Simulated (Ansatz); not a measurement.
# CaI2 monolayer (1T): from the cell to its phonons, part 2 of 3

Task: relax CaI2 monolayer (1T), then find its harmonic phonons.

Ansatz 0.2.0; DFT PBEsol, scalar-relativistic, plane waves, PAW.

So far: The structure; Relaxation.

### 2. Relaxation (continued)

Electrostatic potential energy in the ac plane at fractional y = 0.333, with atoms of I within 0.2 Å of it. With pseudopotentials it is smooth inside the atoms' cores, unlike the true potential.

Values in eV, 24 rows by 14 columns, each cell a mean:
```
 0.0  0.0  0.0  0.0  0.0  0.0  0.0  0.0  0.0  0.0  0.0  0.0  0.0  0.0
 0.0  0.0  0.0  0.0  0.0  0.0  0.0  0.0  0.0  0.0  0.0  0.0  0.0  0.0
 0.0  0.0  0.0  0.0  0.0  0.0  0.0  0.0  0.0  0.0  0.0  0.0  0.0  0.0
 0.0  0.0  0.0  0.0  0.0  0.0  0.0  0.0  0.0  0.0  0.0  0.0  0.0  0.0
 0.0  0.0  0.0  0.0  0.0  0.0  0.0  0.0  0.0  0.0  0.0  0.0  0.0  0.0
 0.0  0.0  0.0  0.0  0.0  0.0  0.0  0.0  0.0  0.0  0.0  0.0  0.0  0.0
 0.0  0.0  0.0  0.0  0.0  0.0  0.0  0.0  0.0  0.0  0.0  0.0  0.0  0.0
 0.0  0.0  0.0  0.0  0.0  0.0  0.0  0.0  0.0  0.0  0.0  0.0  0.0  0.0
 0.0  0.0  0.0  0.0  0.0  0.0  0.0  0.0  0.0  0.0  0.0  0.0  0.0  0.0
 0.0  0.0  0.0  0.0  0.0  0.0  0.0  0.0  0.0  0.0  0.0  0.0  0.0  0.0
 0.0  0.0  0.0  0.0  0.0  0.0  0.0  0.0  0.0  0.0  0.0  0.0  0.0  0.0
 0.0  0.0  0.0  0.0  0.0  0.0  0.0  0.0  0.0  0.0  0.0  0.0  0.0  0.0
 0.0  0.0  0.0  0.0  0.0  0.0  0.0  0.0  0.0  0.0  0.0  0.0  0.0  0.0
-0.6 -0.8 -0.9 -0.8 -0.7 -0.4 -0.3 -0.2 -0.1 -0.1 -0.1 -0.1 -0.2 -0.4
-3.4 -4.8 -5.8 -5.3 -3.9 -2.4 -1.3 -0.8 -0.5 -0.5 -0.5 -0.7 -1.1 -1.9
-4.6 -5.8 -6.4 -6.0 -4.9 -3.6 -2.5 -1.8 -1.4 -1.3 -1.3 -1.7 -2.3 -3.2
-4.6 -5.3 -5.8 -5.4 -4.7 -4.2 -4.9 -5.5 -5.9 -6.0 -6.0 -5.6 -5.1 -4.4
-2.7 -1.6 -1.4 -1.5 -2.3 -5.4 -7.8 -7.8 -5.6 -2.7 -3.8 -7.9 -7.8 -6.4
-0.5 -0.3 -0.2 -0.3 -0.4 -1.0 -2.2 -3.5 -4.2 -4.5 -4.4 -3.7 -2.6 -1.3
 0.0  0.0  0.0  0.0  0.0  0.0  0.0 -0.1 -0.1 -0.1 -0.1 -0.1  0.0  0.0
 0.0  0.0  0.0  0.0  0.0  0.0  0.0  0.0  0.0  0.0  0.0  0.0  0.0  0.0
 0.0  0.0  0.0  0.0  0.0  0.0  0.0  0.0  0.0  0.0  0.0  0.0  0.0  0.0
 0.0  0.0  0.0  0.0  0.0  0.0  0.0  0.0  0.0  0.0  0.0  0.0  0.0  0.0
 0.0  0.0  0.0  0.0  0.0  0.0  0.0  0.0  0.0  0.0  0.0  0.0  0.0  0.0
```
Columns run along a (4.4 Å; values clipped at the 3rd and 97th percentile), rows up along c (30.4 Å). Atoms in or near the plane, at fractional coordinates: I at (0.67, 0.27).

### 3. Bringing the structure to rest

The relaxation is repeated from its end on the same settings, as a check that it has come to rest.

input.yaml

```yaml
crystal:
  lattice:
    - [4.437919552, 0.0, 0.0]
    - [-2.218959776, 3.8433510719, 0.0]
    - [0.0, 0.0, 30.4]
  atoms:
    - { symbol: Ca, position: [0.0, 0.0, 0.3289473684] }
    - { symbol: I, position: [0.3333333333, 0.6666666667, 0.3867933929] }
    - { symbol: I, position: [0.6666666667, 0.3333333333, 0.2711013439] }
  periodic: [true, true, false]
kpoints:
  mp_grid: { grid: [6, 6, 1] }
hamiltonian:
  xc: pbesol
scf:
  occupations: { method: gaussian, width: 0.02 }
output:
  forces: true
  stress: true
  eigenvalues: true
  write_density: true
  write_potential: true
  elf: true
  volumetric_format: npy
relax:
  adjacent_minimum: "off"
  f_tol: 0.005
  max_steps: 80
  cell: { stress_2d_tol: 0.02 }
```

The run is started by

```sh
$ ansatz run input.yaml --threads 8 --pin off --max-ram 14336MiB --backend cpu --events-out ev --progress --plain --runs-dir out
```

Numbers of over 12 decimals in the logs are rounded to 6 here.

What it wrote:

```text
[...]
Crystal: 3 atoms, lattice volume = 518.517 Å³
Basis set: ecut = 420 eV, 10199 PW (Γ), exchange–correlation on 60×60×432 points (8 copies of the dense FFT grid, shifted against one another)
Bands: 27, of which v1, the nominal top of the filled ones, is band 22 counted from 1 (21 counted from 0)
Symmetry: 12 space group operations
[...]
k-points: 7 of 36
[...]
° read free of the cell's end (the report's vacuum.weakly_bound_levels)
--- Relaxed structure (1 steps of the walk, 1 accepted, 1 SCFs on fresh bases) ---
[...]
cell:  # Å, volume = 518.5171 Å³
    - [4.437920, 0.0, 0.0]
    - [-2.218960, 3.843351, 0.0]
    - [0.0, 0.0, 30.4]
  atoms:
    - { symbol: Ca, position: [0.0, 0.0, 0.328947] }
    - { symbol: I, position: [0.333333, 0.666667, 0.386793] }
    - { symbol: I, position: [0.666667, 0.333333, 0.271101] }
[key lines of the parts left out:]
SCF converged after 7 iterations
Free energy (F): -16663.168803 eV
Fermi energy:    -4.793371 eV
P = ½ c Tr σ = -0.0172 N/m
```

The job ended after 3.6 s (8 threads of Arm Neoverse V1, shared host; peak memory 0.93 GiB).

Little changed from the start: no atom moved by 0.005 Å and no cell edge by 0.1 %.

### 4. Relaxing to small forces for the phonons

Phonons need a cell at rest on their own settings, so the relaxation is repeated with tight tolerances on forces and stress, using the mesh and the filling of the phonon run that follows.

input.yaml: that of step 3 with these lines changed.

```diff
@@ -15,3 +15,3 @@
 scf:
-  occupations: { method: gaussian, width: 0.02 }
+  occupations: { method: fixed }
 output:
@@ -26,4 +26,4 @@
   adjacent_minimum: "off"
-  f_tol: 0.005
-  max_steps: 80
-  cell: { stress_2d_tol: 0.02 }
+  f_tol: 0.001
+  max_steps: 60
+  cell: { stress_2d_tol: 0.002 }
```

What it wrote:

```text
[...]
Crystal: 3 atoms, lattice volume = 518.517 Å³
Basis set: ecut = 420 eV, 10199 PW (Γ), exchange–correlation on 60×60×432 points (8 copies of the dense FFT grid, shifted against one another)
Bands: 27, of which v1, the nominal top of the filled ones, is band 22 counted from 1 (21 counted from 0)
Symmetry: 12 space group operations
[...]
k-points: 7 of 36
[...]
° read free of the cell's end (the report's vacuum.weakly_bound_levels)
--- Relaxed structure (5 steps of the walk, 4 accepted, 1 SCFs on fresh bases) ---
[...]
cell:  # Å, volume = 517.7577 Å³
    - [4.434669, 0, 0]
    - [-2.217334, 3.840536, 0]
    - [0, 0, 30.4]
  atoms:
    - { symbol: Ca, position: [0, 0, 0.328947] }
    - { symbol: I, position: [0.333333, 0.666667, 0.386843] }
    - { symbol: I, position: [0.666667, 0.333333, 0.271052] }
[key lines of the parts left out:]
SCF converged after 10 iterations
Free energy (F): -16663.168817 eV
Fermi energy:    -6.666230 eV
P = ½ c Tr σ = 0.0001 N/m
```

Run time: 8.1 s. Hardware: 8 threads; peak memory 0.94 GiB.

Little changed from the start: no atom moved by 0.005 Å and no cell edge by 0.1 %.

Numbers from this step:

```yaml
gap_on_the_k_mesh: 3.747 eV
direct_gap_on_mesh: 4.377 eV
area_per_atom: 5.677 Å²
```

ELF in the ac plane at fractional y = 0.333, with atoms of I within 0.2 Å of it. It is the smooth field of the valence electrons, not physical close to the nuclei.

Ten even steps from '_' (0.00) to '@' (0.78), each cell a mean:
```
____________________________
____________________________
____________________________
____________________________
____________________________
____________________________
____________________________
____________________________
____________________________
____________________________
____________________________
____________________________
____________________________
==++**++==--..____________::
@@@@@@@@@@##==..________--**
--========--::............::
::______::==##########%%##++
##--__::**@@%%##======**%%@@
--______::**%%@@@@@@@@@@%%##
____________....::::::::..__
____________________________
____________________________
____________________________
____________________________
```
Columns run along a (4.4 Å), rows up along c (30.4 Å). Atoms in or near the plane, at fractional coordinates: I at (0.67, 0.27).

Electrostatic potential energy in the ac plane at fractional y = 0.333, with atoms of I within 0.2 Å of it. With pseudopotentials it is smooth inside the atoms' cores, unlike the true potential.

Ten even steps from '_' (-7.9 eV) to '@' (0.0 eV), each cell a mean:
```
@@@@@@@@@@@@@@@@@@@@@@@@@@@@
@@@@@@@@@@@@@@@@@@@@@@@@@@@@
@@@@@@@@@@@@@@@@@@@@@@@@@@@@
@@@@@@@@@@@@@@@@@@@@@@@@@@@@
@@@@@@@@@@@@@@@@@@@@@@@@@@@@
@@@@@@@@@@@@@@@@@@@@@@@@@@@@
@@@@@@@@@@@@@@@@@@@@@@@@@@@@
@@@@@@@@@@@@@@@@@@@@@@@@@@@@
@@@@@@@@@@@@@@@@@@@@@@@@@@@@
@@@@@@@@@@@@@@@@@@@@@@@@@@@@
@@@@@@@@@@@@@@@@@@@@@@@@@@@@
@@@@@@@@@@@@@@@@@@@@@@@@@@@@
@@@@@@@@@@@@@@@@@@@@@@@@@@@@
@@%%%%%%@@@@@@@@@@@@@@@@@@@@
++--::--++**%%%%@@@@@@@@%%##
==::..::--++**##%%%%%%####++
==--::--====----::::::::--==
**##%%%%##--____::**++____..
@@@@@@@@@@%%##++======++**%%
@@@@@@@@@@@@@@@@@@@@@@@@@@@@
@@@@@@@@@@@@@@@@@@@@@@@@@@@@
@@@@@@@@@@@@@@@@@@@@@@@@@@@@
@@@@@@@@@@@@@@@@@@@@@@@@@@@@
@@@@@@@@@@@@@@@@@@@@@@@@@@@@
```
Columns run along a (4.4 Å; values clipped at the 3rd and 97th percentile), rows up along c (30.4 Å). Atoms in or near the plane, at fractional coordinates: I at (0.67, 0.27).

Valence density in the ac plane at fractional y = 0.333, with atoms of I within 0.2 Å of it. It is the smooth field of the valence electrons, not physical close to the nuclei.

Values in e/Å³, 24 rows by 14 columns, each cell a mean:
```
 0  0  0  0  0  0  0  0  0  0  0  0  0  0
 0  0  0  0  0  0  0  0  0  0  0  0  0  0
 0  0  0  0  0  0  0  0  0  0  0  0  0  0
 0  0  0  0  0  0  0  0  0  0  0  0  0  0
 0  0  0  0  0  0  0  0  0  0  0  0  0  0
 0  0  0  0  0  0  0  0  0  0  0  0  0  0
 0  0  0  0  0  0  0  0  0  0  0  0  0  0
 0  0  0  0  0  0  0  0  0  0  0  0  0  0
 0  0  0  0  0  0  0  0  0  0  0  0  0  0
 0  0  0  0  0  0  0  0  0  0  0  0  0  0
 0  0  0  0  0  0  0  0  0  0  0  0  0  0
 0  0  0  0  0  0  0  0  0  0  0  0  0  0
 0  0  0  0  0  0  0  0  0  0  0  0  0  0
 0  0  0  0  0  0  0  0  0  0  0  0  0  0
 0  0  0  0  0  0  0  0  0  0  0  0  0  0
 0  0  0  0  0  0  0  0  0  0  0  0  0  0
 0  0  0  0  0  0  0  0  1  1  1  0  0  0
 0  0  0  0  0  0  1  2  7 11  9  3  1  0
 0  0  0  0  0  0  0  0  0  0  0  0  0  0
 0  0  0  0  0  0  0  0  0  0  0  0  0  0
 0  0  0  0  0  0  0  0  0  0  0  0  0  0
 0  0  0  0  0  0  0  0  0  0  0  0  0  0
 0  0  0  0  0  0  0  0  0  0  0  0  0  0
 0  0  0  0  0  0  0  0  0  0  0  0  0  0
```
Columns run along a (4.4 Å), rows up along c (30.4 Å). Atoms in or near the plane, at fractional coordinates: I at (0.67, 0.27).

The largest force component left is 0.048 meV/Å, within the tolerances set.

### 5. Modes at Γ

The zone centre comes first: it holds the modes that light can see, as far as symmetry allows. The response to a homogeneous field gives the Born charges and the dielectric tensor, and its change with displacement the Raman tensors.

input.yaml

```yaml
crystal:
  lattice:
    - [4.434668612, 0.0, 0.0]
    - [-2.217334306, 3.8405356754, 0.0]
    - [0.0, 0.0, 30.4]
  atoms:
    - { symbol: Ca, position: [0.0, 0.0, 0.3289473684] }
    - { symbol: I, position: [0.3333333333, 0.6666666667, 0.3868428202] }
    - { symbol: I, position: [0.6666666667, 0.3333333333, 0.2710519166] }
  periodic: [true, true, false]
kpoints:
  mp_grid: { grid: [6, 6, 1] }
hamiltonian:
  xc: pbesol
scf:
  occupations: { method: fixed }
output:
  eigenvalues: true
phonons:
  method: dfpt
  dielectric: true
  raman: true
```

What it wrote:

```text
Warning: phonons.dielectric: true without phonons.rigid_motions: the static dielectric tensor ε⁰ will be withheld (ε∞, Z* and the rows of modes are given); for a crystal or a slab, whose only rigid motions are the translations, set phonons.rigid_motions: translations
Warning: crystal.symmetry: narrowed to the stabiliser of the run's FFT grids — unitary ops 12 → 6. A phonons.method: dfpt run fills in the rows of the dynamical matrix that it does not solve by its symmetry operations, which is exact only for operations that map its FFT grids onto themselves: filled in by any other, the frequencies could depend on the order in which like atoms are typed, or, by more than the grids' own error, on where the crystal sits among the grids' points. Excluded: 6 operations. The run can therefore solve more perturbations, solve them on more k-points, or both, and cost more. [rest of the remark cut]
[...]
Crystal: 3 atoms, lattice volume = 517.758 Å³
Basis set: ecut = 420 eV, 10199 PW (Γ), exchange–correlation on 60×60×432 points (8 copies of the dense FFT grid, shifted against one another)
Bands: 27, of which v1, the nominal top of the filled ones, is band 22 counted from 1 (21 counted from 0)
Symmetry: 12 space group operations
k-points: 13 of 36 (irreducible under 2 space group operations, time reversal used)
[...]
SCF iter   1: F=—  HF=-16663.169099 eV  |F-HF|=—  |Δ(HF+E_count)|=         —  Δρ=1.01e-3  dr2=6.49e-3  ethr=1.77e-3  ⟨swp⟩=10.5  Hψ=2333  notcnv=0  defer=41
[...]
SCF iter   9: F=-16663.168817 eV  HF=-16663.168817 eV  |F-HF|=1.38e-10  |Δ(HF+E_count)|=  1.53e-10  Δρ=1.98e-8  dr2=1.75e-12  ethr=1.00e-12  ⟨swp⟩=32.4  Hψ=4122  notcnv=0
SCF 1 converged in 9 iterations: F = -16663.168817 eV  dr2 = 1.75e-12
[...]
DFPT response loops at Γ: preconditioner auto → none (the input reference at scf.mixing.eps_inf says where Resta's filter doesn't serve); β = 0.50; Broyden in place of MSR1
── the response to a field inside a basis, on 8×8×1 k-points: an SCF that follows is theirs, and a resumed run solves both again ──
Bands: 23, of which v1, the nominal top of the filled ones, is band 22 counted from 1 (21 counted from 0)
k-points: 20 of 64 (irreducible under 2 space group operations, time reversal used)
[...]
Eigensolver: Dense (20 Hₖ)
SCF iter   1: F=—  HF=-16663.161926 eV  |F-HF|=—  |Δ(HF+E_count)|=         —  Δρ=3.57e-5  dr2=1.52e-6  ethr=1.00e-1
[...]
SCF iter   6: F=-16663.161931 eV  HF=-16663.161931 eV  |F-HF|=8.00e-11  |Δ(HF+E_count)|=  1.60e-10  Δρ=3.41e-8  dr2=5.81e-12  ethr=1.00e-12
SCF 1 converged in 6 iterations: F = -16663.161931 eV  dr2 = 5.81e-12
[...]
SCF converged after 9 iterations
Free energy (F): -16663.168817 eV
[...]
Internal energy: -16663.168817 eV  (E = F + TS)
E sigma→0 (E₀):  -16663.168817 eV
Fermi energy:    -6.666230 eV
[...]
--- Band table (eV; the first three rows and the last of 13) ---
  k-point 0: bands = [... 18 lower, -7.3488, -7.0937, -6.6662, -6.6662, -2.1659, -2.0480, -2.0480, -1.6720, ... 1 higher]
  k-point 1: bands = [... 18 lower, -7.3769, -7.3035, -6.9438, -6.8457, -2.3472, -1.7596, -1.7119 (-1.7119°), -1.3609, ... 1 higher]
  k-point 2: bands = [... 18 lower, -7.8049, -7.4202, -7.1698, -7.1321, -2.7554, -1.3621, -1.2438, -0.8762, ... 1 higher]
  k-point 12: bands = [... 18 lower, -7.8263, -7.5976, -7.5300, -7.2970, -2.4110, -1.5355, -1.1152, -0.7497, ... 1 higher]
  ° read free of the cell's end (the report's vacuum.weakly_bound_levels)
--- Phonons (Γ-DFPT): 6 representative perturbations + reference, on 13 of 36 k-points (Σ response iterations 25) ---
  ASR residual: 4.508e-5 → 0.000e0 eV/Å²; symmetrization residual: 3.010e-5 eV/Å²
  The last average, over the group as it would stand without the narrowing to the FFT grids, took up to 4.488e-6 eV/Å² of the zone centre's force constants
  ASR residual per site (eV/Å²): 4.51e-5 3.46e-5 4.34e-5
  Γ frequencies (cm⁻¹): 0.00 0.00 0.00 67.63 67.63 88.17 156.87 156.87 224.86
  ε∞ (high-frequency dielectric tensor):
        1.672400     0.000000     0.000000
        0.000000     1.672400    -0.000000
        0.000000    -0.000000     1.168704
  α∞ (the layer's polarisability for a field applied outside it; Å, Gaussian; ε∞ is over the cell's 30.400 Å):
        1.626639     0.000000     0.000000
        0.000000     1.626639    -0.000000
        0.000000    -0.000000     0.408120
  ε⁰ (static dielectric tensor): not given — the deck does not say what the cell's rigid motions are, and on a molecule in a box or a wire the rigid rotations would enter the sum over the modes at Γ. For a crystal or a slab, whose only rigid motions are the translations, set phonons.rigid_motions: translations.
  Born effective charges Z* (e; rows j = field, columns β = displacement):
    site 0:
         2.44404    0.00000    0.00000
         0.00000    2.44404   -0.00000
        -0.00000   -0.00000    0.42876
    site 1:
        -1.22202   -0.00000   -0.00000
         0.00000   -1.22202    0.00000
        -0.00000    0.00000   -0.21438
    site 2:
        -1.22202    0.00000    0.00000
        -0.00000   -1.22202    0.00000
         0.00000    0.00000   -0.21438
  Z* charge neutrality: 6.650e-4 e pre-enforcement
  solved inside a basis spanned on kpoints, on 8×8×1 k-points: ε∞ is read to err by 3.0e-3, Z* by 1.8e-2 e (field_mesh: kpoints solves on kpoints); Z* is corrected for what the basis lacks
  Raman tensors (in the event stream and the table raman_tensors.tsv): an entry may err by 1.5e-1 Å², one of the second-order susceptibility by 5.5e-21 pm/V (basis, points and sum rule); their sum over the sites missed zero by 4.441e-16 Å² ahead of its enforcement
  optical modes at Γ without the LO–TO term, one row a degenerate level:
      ω (cm⁻¹)  modes    IR ((D/Å)²/amu)  static Raman (Å⁴/amu)  depolarisation
         67.63      2             0.0000                 1.2307           0.750
         88.17      1             0.0000                 1.4314           0.010
        156.87      2             7.9630                 0.0000               —
        224.86      1             0.1225                 0.0000               —
```

Run time: 2.9 min. Hardware: 8 threads; peak memory 2.8 GiB; 21 min of CPU time.

Reading the cycles: dr2 is the Hartree energy of the density residual (eV), the measure of convergence; HF is the Harris–Foulkes estimate of the energy, which meets the free energy F at convergence.

Numbers from this step:

```
sum-rule residual before enforcement                    : 4.51e-5 eV/Å²
miss of the charge sum rule                             : 6.65e-4 e
estimated error of the dielectric tensor                : 0.002990
estimated error of the Born charges                     : 0.01831 e
point group                                             : -3m
highest optical mode at the zone centre (no LO-TO term) : 224.9 cm⁻¹
lowest optical zone-centre mode                         : 67.63 cm⁻¹
largest Born charge (third of the trace)                : 1.772 e
```

Without the LO-TO term. Patterns of degenerate modes are one choice out of their space. Modes at Γ, with each element's share of the kinetic energy:

```
mode  frequency (cm⁻¹)  symmetry  Ca %  I %
   1               0.0  acoustic    14   86
   2               0.0  acoustic    14   86
   3               0.0  acoustic    14   86
   4              67.6        Eg     0  100
   5              67.6        Eg     0  100
   6              88.2       A1g     0  100
   7             156.9        Eu    86   14
   8             156.9        Eu    86   14
   9             224.9       A2u    86   14
```

Displacements in mode 5 (67.6 cm⁻¹), the largest set to 1:
```
Ca1  0.00  0.00  0.00
I2   0.54  1.00  0.00
I3  -0.54 -1.00  0.00
```

Displacements in mode 8 (156.9 cm⁻¹), the largest set to 1:
```
Ca1  0.00  1.00  0.00
I2   0.00 -0.16  0.00
I3   0.00 -0.16  0.00
```

High-frequency dielectric tensor, averaged over the cell of height 30.4 Å or as lengthened by the program, vacuum included. Tensor:

```
       x      y      z
x  1.672      0      0
y      0  1.672      0
z      0      0  1.169
```

Born charge (rows field, columns displacement) (e), principal values of the symmetric part by kind of site:

```
atom  atoms with these values    low  middle   high   mean
 Ca1                        1   0.43    2.44   2.44   1.77
  I2                        2  -1.22   -1.22  -0.21  -0.89
```

In full for Ca1:

```
2.44 0.00 0.00
0.00 2.44 0.00
0.00 0.00 0.43
```

Transverse modes. Lines of the infrared spectrum (strongest = 100):

```
position (cm⁻¹)  label  relative intensity
             68     Eg                 0.0
             88    A1g                 0.0
            157     Eu                 100
            225    A2u                 1.5
```

Activity x (w_L - w)^4 (n + 1)/w, 532 nm, 300 K. Lines of the Raman spectrum (strongest = 100):

```
position (cm⁻¹)  label  relative intensity
             68     Eg                 100
             88    A1g                  71
            157     Eu                 0.0
            225    A2u                 0.0
```

Before it was imposed, the acoustic sum rule was missed by 4.5e-5 eV/Å² and the charge sum rule by 6.7e-4 e. Small misses are needed for a sound result but don't prove that mesh and cutoff are converged. The lowest optical mode is real, 67.6 cm⁻¹.

(Part 2 of 3 ends here.)

[Logs are printed without paths, hosts, clocks, repeated set-up lines and the standing remarks that a program may print on its own settings, such as how far it seeks lower states.]

[Hosts, paths, dates, database ids (printed as entryN), source tags and the programs' standing remarks are cut or masked in the printed files.]
